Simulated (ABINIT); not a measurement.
An input for ABINIT 10.8.3 (ZnS2 (Pa-3)):

```
acell 3*1.0 Angstrom
rprim 
  5.945430460000 0.000000000000 0.000000000000
  0.000000000000 5.945430460000 0.000000000000
  0.000000000000 0.000000000000 5.945430460000
ntypat 2
znucl 30 16
natom 12
typat 1 1 1 1 2 2 2 2 2 2 2 2
xred 
  0.500000000000 0.500000000000 0.000000000000
  0.500000000000 0.000000000000 0.500000000000
  0.000000000000 0.500000000000 0.500000000000
  0.000000000000 0.000000000000 0.000000000000
  0.100246390000 0.899753610000 0.399753610000
  0.899753610000 0.399753610000 0.100246390000
  0.399753610000 0.100246390000 0.899753610000
  0.600246390000 0.600246390000 0.600246390000
  0.899753610000 0.100246390000 0.600246390000
  0.100246390000 0.600246390000 0.899753610000
  0.600246390000 0.899753610000 0.100246390000
  0.399753610000 0.399753610000 0.399753610000
pp_dirpath "pseudos"
pseudos "Zn.upf, S.upf"
ecut 30
ngkpt 2 2 2
nshiftk 1
shiftk 0 0 0
kptopt 1
chksymbreak 0
iscf -2
irdden 1
istwfk *1
nband 211
nbdbuf 18
tolwfr 1e-09
nstep 60
prtvol 0
indata_prefix "in"
outdata_prefix "out"
tmpdata_prefix "tmp"
```

```sh
OMP_NUM_THREADS=2 mpirun -n 4 abinit run.abi > log
```

How long will it take on 4 MPI ranks of Intel Xeon 6975P-C (Granite Rapids), shared host, and how much memory?

It took 60 s; on shared hardware allow 30 s to 2 min. Peak host memory was 0.52 GiB.

[Paths, hosts, dates, memory and timing lines, banners, echoed tables and standing remarks are left out of the program output.]

[Logs are printed without paths, hosts, clocks, repeated set-up lines and the standing remarks that a program may print on its own settings, such as how far it seeks lower states.]

[Runs of the session that timed out or met a known fault of the program may be left out.]

[Hosts, paths, dates, database ids (printed as entryN), source tags and the programs' standing remarks are cut or masked in the printed files.]

[G0W0 gaps are taken among the corrected bands and points alone; a level outside them can change the order at an edge.]

[Where Ansatz stands beside ABINIT at settings called matched, ABINIT's density can come from a denser mesh and the files from another edition; pairs whose starting gaps differed by over 0.03 eV were left out, so agreement reads better than it is.]
